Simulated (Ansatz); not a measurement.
# SnSe2 (P-3m1): G0W0 under other settings

A base run on SnSe2 (P-3m1), then changed inputs.

Method: G0W0 on PBE, plane waves, PAW; PAW set soft_1, in Ansatz 0.2.0.

## 1. Starting point

The structure is trigonal, space group P-3m1 (No. 164). The conventional cell has a = 3.811 Å, b = 3.811 Å, c = 6.136 Å, α = 90.00°, β = 90.00°, γ = 120.00°. Nearest to Sn lie 6 Se at 2.72 Å. Nearest to Se lie 3 Sn at 2.72 Å. Farther neighbours and most contacts between anions are not listed.

Geometry: measured cell, ions relaxed with PBE. The runs that relaxed it are not among those shown.

## 2. The base run: 6×6×4 mesh, 175 empty bands, screening to 100 eV, plasmon pole, PAW set soft_1 files

G0W0 replaces the xc potential by the self-energy, built once from these orbitals. Only a window of levels is corrected, while the sums run over the empty bands that the input names. This step takes PAW set soft_1 files.

input.yaml reads:

```yaml
crystal:
  lattice:
    - [3.811, 0.0, 0.0]
    - [-1.9055, 3.3004228138, 0.0]
    - [0.0, 0.0, 6.136]
  atoms:
    - { symbol: Sn, position: [0.0, 0.0, 0.0] }
    - { symbol: Se, position: [0.3333333333, 0.6666666667, 0.2614399677] }
    - { symbol: Se, position: [0.6666666667, 0.3333333333, 0.7385600323] }
kpoints:
  mp_grid: { grid: [6, 6, 4] }
hamiltonian:
  xc: pbe
  pseudopotentials: { kind: paw, azcp: { folder: soft_1 } }
scf:
  occupations: { method: fixed }
gw:
  n_empty_bands: 175
  ecut_chi: 100
  qp_bands: [v2, c2]
  qp_kpoints: band_edges
  screening: { model: godby_needs }
```

Launch:

```bash
$ ansatz run input.yaml --threads 2 --pin off --max-ram 92160MiB --backend cuda --events-out ev --progress --plain --runs-dir out --devices 1 --max-vram 13GiB
```

Numbers of over 12 decimals in the logs are rounded to 6 here.

The log of the run:

```text
GPUs: using 1 of 1 available (devices: 1).
Engine: ansatz 0.2.0, x86_64-unknown-linux-gnu
Pseudopotentials: kind: paw
Pseudopotential: Sn, paw, valence charge 14, recommended cutoff 420 eV (normal), soft_1/Sn.paw.azcp
Pseudopotential: Se, paw, valence charge 16, recommended cutoff 420 eV (normal), soft_1/Se.paw.azcp
Functional definition: PBE
  parameter kappa = 0.804
  parameter beta = 0.066725
  exchange = pbe_x(kappa = kappa, mu = beta*pi^2/3)
  correlation = pbe_c(beta = beta)
device memory: the entry about to start is reckoned to put 0.9 GiB on a device that reports 55.8 GiB free (of which the cap on the GPU budget leaves the run 13.0 GiB)
GPU FFT provider: cuFFT
GPU libraries: cuBLAS 13.8.2, cuFFT 12.4.0, cuSOLVER 12.3.4
Crystal: 3 atoms, lattice volume = 77.178 Å³
Basis set: ecut = 420 eV, 1485 PW (Γ)
Bands: 28, of which v1, the nominal top of the filled ones, is band 23 counted from 1 (22 counted from 0)
Symmetry: 12 space group operations
Space group: P-3m1 (ITA 164), of the structure as read, at distance tolerance 4.3e-5 Å
k-points: 24 of 144
Non-local potential: Sn, projectors of the file, l = 0: 2, l = 1: 2, l = 2: 2, l = 3: 1
Non-local potential: Se, projectors of the file, l = 0: 2, l = 1: 2, l = 2: 3, l = 3: 1
PAW form: soft (Blöchl's): semilocal exchange-correlation on the pseudo side does not see the compensation charge
PAW one-centre angular grid: Sn, 590 points (default); XC on 64 Gauss nodes
PAW one-centre angular grid: Se, 590 points (default); XC on 64 Gauss nodes
Initial density: superposition of atomic densities (chi_scale 0.1, normalization cell, long waves kept (reshape's long-wave potential 0.10 eV rms))
Initial wavefunctions: pseudopotential atomic-orbital guess
GPU buffer pool allocated for 32805 grid points (all kernels)
GPU transforms: local potential and band sums: pruned to the plane-wave sphere, on 25×25×45
Functional: x = pbe(κ = 0.804, μ = 0.219515), c = pbe(β = 0.066725)
SCF iter   1: F=—  HF=-16963.819844 eV  |F-HF|=—  |Δ(HF+E_count)|=         —  Δρ=3.23e-2  dr2=1.66e0  ethr=3.10e-3  ⟨swp⟩=5.0  Hψ=2578  notcnv=0  defer=67
preconditioner: auto → Resta (q_TF=auto, 2.503 Å⁻¹)  ε∞=4.0  [insulator: Δε(μ)=0.558 eV  Ē_g=9.780 eV  n_scr=22 (ndim 8)  ℏωp=16.9 eV  f_vac=0.027  ε∞_Penn≈4.0]
SCF iter   2: F=—  HF=-16963.468601 eV  |F-HF|=—  |Δ(HF+E_count)|=   3.51e-1  Δρ=1.63e-2  dr2=2.35e-1  ethr=3.10e-3  ⟨swp⟩=2.0  Hψ=969  notcnv=0  defer=29
SCF iter   3: F=—  HF=-16963.418506 eV  |F-HF|=—  |Δ(HF+E_count)|=   5.01e-2  Δρ=5.34e-3  dr2=1.81e-2  ethr=5.11e-4  ⟨swp⟩=2.0  Hψ=809  notcnv=0  defer=67
SCF iter   4: F=—  HF=-16963.418566 eV  |F-HF|=—  |Δ(HF+E_count)|=   5.98e-5  Δρ=1.08e-3  dr2=1.38e-3  ethr=3.94e-5  ⟨swp⟩=2.0  Hψ=1246  notcnv=0  defer=69
[...]
E_xc         = -295.618973
  E_vxc        = -260.578555  (∫ρ·V_xc dr)
  E_paw        = -8631.685862  (= ΣΔE_a)
  E_vpaw       = -702.965635  (= ΣTr[D̂ρ^β])
  E_aug_tail   = -0.000477  (compensation charges beyond the density's cutoff)
  E_ewald      = -4724.188291
  E_smearing   = -0.000000  (= −TS)
  E_closure    = 0.000000  (closes the sum)
  Σ components = -16963.419068   (vs F -16963.419068, Δ=0.00e0)
--- Band table (eV; the first three rows and the last of 24) ---
  k-point 0: bands = [... 19 lower, 7.4043, 7.6111, 7.6111, 7.7880, 8.8794, 11.0728, 12.6065, 12.6065, ... 1 higher]
  k-point 1: bands = [... 19 lower, 7.3180, 7.3180, 7.7348, 7.7348, 9.8595, 11.0538, 12.4424, 12.4424, ... 1 higher]
  k-point 2: bands = [... 19 lower, 7.2669, 7.2669, 7.8248, 7.8248, 10.4989, 10.9428, 12.2884, 12.2884, ... 1 higher]
  k-point 23: bands = [... 19 lower, 3.7758, 4.2254, 7.5327, 7.5327, 10.1903, 12.2199, 12.2199, 13.7625, ... 1 higher]
--- G₀W₀: ω_p = 28.6675 eV, 144 q-points, 175 empty bands' worth ---
  eigenvalues of the whole cell's RPA ε∞ on this k-mesh (on a slab, of 1 + 4πα/V) = 11.0095, 14.4259, 14.4259; static W/v taken at q = 0 is 0.074322
  GN-PPA: 1924912/4441195 pairs with Re ω̃² < 0 across q-mesh
  bands read: the sum over 198 bands ends inside a degenerate multiplet in 2 slots, whose members it reads at an even weight; the widest, k=0: bands 198 to 199 (counted from 1) at 1/2 each
  gw.qp_kpoints: band_edges: 19 of 24 stored k-points solved, in 1 pass; an edge of the gap read off the rows below is read off those points alone
    valence top: of the k-points left out ik 20 came nearest to being solved in a further pass, in band 23 (counted from 1, as in the quasiparticle table): it holds the edge there only if its correction is more favourable than any solved in that band by at least 0.507 eV; those differ by 0.205 eV
    conduction bottom: of the k-points left out ik 17 came nearest to being solved in a further pass, in band 24 (counted from 1, as in the quasiparticle table): it holds the edge there only if its correction is more favourable than any solved in that band by at least 0.709 eV; those differ by 0.232 eV
    ik  band        ε_KS         Σx   Σc(E_QP)       V_xc       Z   E_QP_lin       E_QP  E_QP is
     0    22      7.6111   -17.4925     1.7043   -15.4207  0.7785     7.2428     7.2436  root
     0    23      7.7880   -17.6626     1.7346   -15.5492  0.7806     7.4084     7.4093  root
     0    24      8.8794   -11.9369    -2.9988   -15.2112  0.8012     9.1552     9.1548  root
     0    25     11.0728    -8.1307    -4.0149   -12.2763  0.8016    11.2034    11.2036  root
     1    22      7.7348   -17.5248     1.6312   -15.5328  0.7796     7.3733     7.3740  root
     1    23      7.7348   -17.5248     1.6312   -15.5328  0.7796     7.3733     7.3740  root
     1    24      9.8595   -12.3035    -3.1364   -15.7335  0.7954    10.1534    10.1531  root
     1    25     11.0538    -8.4206    -4.0184   -12.5975  0.8048    11.2132    11.2124  root
[...]
23    22      7.5327   -17.3922     1.7803   -15.1997  0.7788     7.1195     7.1205  root
    23    23      7.5327   -17.3922     1.7803   -15.1997  0.7788     7.1195     7.1205  root
    23    24     10.1903   -11.9121    -3.6064   -15.8864  0.7852    10.5590    10.5581  root
    23    25     12.2199    -7.9741    -4.1812   -12.2840  0.8061    12.3489    12.3485  root
[key lines of the parts left out:]
SCF converged after 8 iterations
Free energy (F): -16963.419068 eV
Fermi energy:    7.889192 eV
```

Elapsed: 63 s, on 1 × NVIDIA H100 80GB HBM3 (shared by 6 runs) with 2 threads of AMD EPYC 7R13 (Zen 3), shared host; peak memory 1.6 GiB.

Reading the cycles: dr2 is the Hartree energy of the density residual (eV), the measure of convergence; HF is the Harris–Foulkes estimate of the energy, which meets the free energy F at convergence.

Numbers from this step:

```yaml
bands_summed: 198
plasmon_pole_fit_frequency: 28.67 eV
rpa_eps_infinity_on_this_mesh_eigenvalues: 11.01, 14.43, 14.43
plane_waves_in_the_screening_matrix: 161
q_points_in_the_mesh: 144
g0w0_gap_on_the_mesh: 1.202 eV
k_of_the_valence_top: 0, 0.1667, -0.25
k_of_the_conduction_bottom: 0, -0.5, -0.5
starting_gap_on_the_mesh: 0.7024 eV
z_at_the_valence_top: 0.7796
z_at_the_conduction_bottom: 0.7940
least_direct_g0w0_gap_on_the_computed_points: 1.746 eV
```

The gap on the mesh goes from 0.70 eV to 1.20 eV, a correction of +0.50 eV. Between the two edge states, bare exchange in place of the xc potential would open the gap by 4.81 eV, and correlation takes back 4.31 eV.

## 3. Variant: plasmon pole at a typed frequency

Edit input.yaml of step 2 so:

```diff
@@ -22 +22,2 @@
   screening: { model: godby_needs }
+  plasmon_pole_fit_frequency: 40
```

The log of the run:

```text
GPUs: using 1 of 1 available (devices: 1).
[...]
GPU FFT provider: cuFFT
GPU libraries: cuBLAS 13.8.2, cuFFT 12.4.0, cuSOLVER 12.3.4
Crystal: 3 atoms, lattice volume = 77.178 Å³
Basis set: ecut = 420 eV, 1485 PW (Γ)
Bands: 28, of which v1, the nominal top of the filled ones, is band 23 counted from 1 (22 counted from 0)
[... 1 set-up line as in the run before ...]
[...]
k-points: 24 of 144
[...]
GPU buffer pool allocated for 32805 grid points (all kernels)
[...]
SCF iter   1: F=—  HF=-16963.819844 eV  |F-HF|=—  |Δ(HF+E_count)|=         —  Δρ=3.23e-2  dr2=1.66e0  ethr=3.10e-3  ⟨swp⟩=5.0  Hψ=2578  notcnv=0  defer=67
[...]
SCF iter   8: F=-16963.419068 eV  HF=-16963.419068 eV  |F-HF|=1.94e-7  |Δ(HF+E_count)|=   4.23e-6  Δρ=7.68e-6  dr2=8.43e-8  ethr=2.17e-10  ⟨swp⟩=7.8  Hψ=3157  notcnv=0
SCF 1 converged in 8 iterations: F = -16963.419068 eV  dr2 = 8.43e-8
[...]
NSCF: frozen V_eff on 24 k-points, pencils in batches of 32, up to order 112
[...]
NSCF: frozen V_eff on 24 k-points
G₀W₀ screening: q 1/24
[... further progress lines ...]
SCF converged after 8 iterations
Free energy (F): -16963.419068 eV
[...]
Internal energy: -16963.419068 eV  (E = F + TS)
E sigma→0 (E₀):  -16963.419068 eV
Fermi energy:    7.889192 eV
[...]
--- Band table (eV; the first three rows and the last of 24) ---
  k-point 0: bands = [... 19 lower, 7.4043, 7.6111, 7.6111, 7.7880, 8.8794, 11.0728, 12.6065, 12.6065, ... 1 higher]
  k-point 1: bands = [... 19 lower, 7.3180, 7.3180, 7.7348, 7.7348, 9.8595, 11.0538, 12.4424, 12.4424, ... 1 higher]
  k-point 2: bands = [... 19 lower, 7.2669, 7.2669, 7.8248, 7.8248, 10.4989, 10.9428, 12.2884, 12.2884, ... 1 higher]
  k-point 23: bands = [... 19 lower, 3.7758, 4.2254, 7.5327, 7.5327, 10.1903, 12.2199, 12.2199, 13.7625, ... 1 higher]
--- G₀W₀: ω_p = 40.0000 eV, 144 q-points, 175 empty bands' worth ---
[...]
GN-PPA: 1929196/4441195 pairs with Re ω̃² < 0 across q-mesh
[...]
0    22      7.6111   -17.4925     1.6480   -15.4207  0.7885     7.1865     7.1873  root
     0    23      7.7880   -17.6626     1.6778   -15.5492  0.7898     7.3515     7.3524  root
     0    24      8.8794   -11.9369    -3.0389   -15.2112  0.8087     9.1152     9.1148  root
     0    25     11.0728    -8.1307    -4.0579   -12.2763  0.8167    11.1606    11.1606  root
     1    22      7.7348   -17.5248     1.5761   -15.5328  0.7893     7.3182     7.3189  root
     1    23      7.7348   -17.5248     1.5761   -15.5328  0.7893     7.3182     7.3189  root
     1    24      9.8595   -12.3035    -3.1741   -15.7335  0.8033    10.1157    10.1154  root
     1    25     11.0538    -8.4206    -4.0593   -12.5975  0.8212    11.1707    11.1714  root
[...]
23    22      7.5327   -17.3922     1.7214   -15.1997  0.7887     7.0607     7.0617  root
    23    23      7.5327   -17.3922     1.7214   -15.1997  0.7887     7.0607     7.0617  root
    23    24     10.1903   -11.9121    -3.6397   -15.8864  0.7944    10.5254    10.5248  root
    23    25     12.2199    -7.9741    -4.2272   -12.2840  0.8091    12.3027    12.3027  root
```

Wall time 57 s (1 × NVIDIA H100 80GB HBM3 (shared by 6 runs) with 2 threads); peak memory 1.6 GiB; 88 s of CPU time.

The G0W0 gap on the mesh is 1.209 eV.

Against the base:

```tsv
setting	base	variant
plasmon pole fit frequency	-	40
```

```tsv
quantity	variant	base
starting gap on the mesh	0.702	0.702
G0W0 gap on the mesh	1.209	1.202
least direct G0W0 gap on the computed points	1.762	1.746
Z at the valence top	0.789	0.780
Z at the conduction bottom	0.803	0.794
```

## 4. Results

| Item | Value |
| --- | --- |
| base | 1.20 eV, 63 s |
| plasmon pole at a typed frequency | 1.21 eV, 57 s |

What this shows: Plasmon pole at a typed frequency: the gap moves by +0.01 eV. All runs here use a coarse mesh and modest cutoffs; they test settings and are not final values. The 6×6×4 mesh is coarse for this cell (its supercell is 23 Å along the shortest edge). The RPA ε∞ on it, from the PBE start, is 11.01 and 14.43; such meshes misread the long-range screening, most where the gap is narrow. The many-body steps are scalar-relativistic: spin-orbit coupling is not in them.

[Paths, hosts, dates, memory and timing lines, banners, echoed tables and standing remarks are left out of the program output.]

[Logs are printed without paths, hosts, clocks, repeated set-up lines and the standing remarks that a program may print on its own settings, such as how far it seeks lower states.]

[Runs of the session that timed out or met a known fault of the program may be left out.]

[Cells called generated may have been cut or substituted from an entry of the Crystallography Open Database or the Materials Project.]

[Hosts, paths, dates, database ids (printed as entryN), source tags and the programs' standing remarks are cut or masked in the printed files.]
